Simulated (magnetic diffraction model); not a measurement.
## Rb₃PrV₂O₈: the ordered moment from one line

Space group P2_1/m (no. 11), a = 7.9290 Å, b = 6.3760 Å, c = 10.5410 Å, β = 91.04°.

```
site  atom       x       y       z
  2e    Pr  0.5076     3/4  0.7900
  2e    Rb  0.9945     1/4  0.3089
  2e    Rb  0.6881     1/4  0.5807
  2e    Rb  0.1396     1/4  0.9148
  2e     V  0.6946     1/4  0.9277
  2e     V  0.2647     1/4  0.5860
  2e     O  0.2040     3/4  0.9222
  2e     O  0.5275     3/4  0.0323
  4f     O  0.7505  0.0171  0.8342
  2e     O  0.0321     1/4  0.5903
  2e     O  0.3261     1/4  0.4155
  4f     O  0.3416  0.0033  0.6682
```

The compound is invented for this exercise: a known structure type with other elements, its cell scaled to their sizes and not relaxed.

Only Pr is taken to order (form factors of Pr3+); orders and moment sizes are assumed, and not adapted to the symmetry. Radiation: neutrons of λ = 2.52 Å, 8° to 50°; isotropic B of 0.25 Å² (Pr), 0.29 Å² (Rb), 0.32 Å² (V) and 0.29 Å² (O). Simulated constant-wavelength pattern: nuclear and magnetic terms add, the magnetic one as |2.695 fm × Σ f S⊥ exp(2πi Q·r) exp(−B s²)|², summed over all Q at one angle with the factor 1/(sin²θ cos θ). For collinear order S is the moment m, which repeats by lattice and centring translations R with the sign exp(−2πi k·R). Free-ion form factors, Sears's scattering lengths of 1992, no absorption; a label names one of the reflections at its angle. The strongest nuclear line in the range is 100, and lines under 0.2 are left out.

In a first state the assumed order is k = (0 0 0), collinear moments along [100], 2.3 μB on Pr; signs + at (0.5076, 3/4, 0.7900), + at (0.4924, 1/4, 0.2100), with this pattern:

```csv
2θ (°),index,nuclear,magnetic
13.73,(0 0 1),0.4,3.7
18.29,(1 0 0),7.1,0.0
22.74,(1 0 -1),0.0,0.3
23.14,(1 0 1),2.3,0.7
26.71,(0 1 1),17.1,29.6
27.67,(0 0 2),0.1,11.3
32.42,(1 1 -1),3.5,13.8
32.71,(1 1 1),0.0,13.1
33.08,(1 0 -2),0.3,5.7
33.66,(1 0 2),0.0,5.0
36.14,(0 1 2),0.5,4.0
37.07,(2 0 0),14.2,0.0
39.46,(2 0 -1),4.2,0.0
40.55,(1 1 -2),3.1,2.1
41.04,(1 1 2),1.3,2.9
42.04,(0 0 3),14.3,3.0
```
(The table stops after 16 lines; 10 more lie at higher angle.)

**Question.** Nearer the ordering temperature the line at 26.71° has total intensity 24.5 on the same scale, and all moments have shrunk alike. How large is the Pr moment?

The nuclear part, 17.1, stays, so the magnetic part is 7.4 against 29.6. It goes as m², so m = 2.3 × √(7.4/29.6) = 1.15 μB; the value used was 1.15 μB.

[Logs are printed without paths, hosts, clocks, repeated set-up lines and the standing remarks that a program may print on its own settings, such as how far it seeks lower states.]
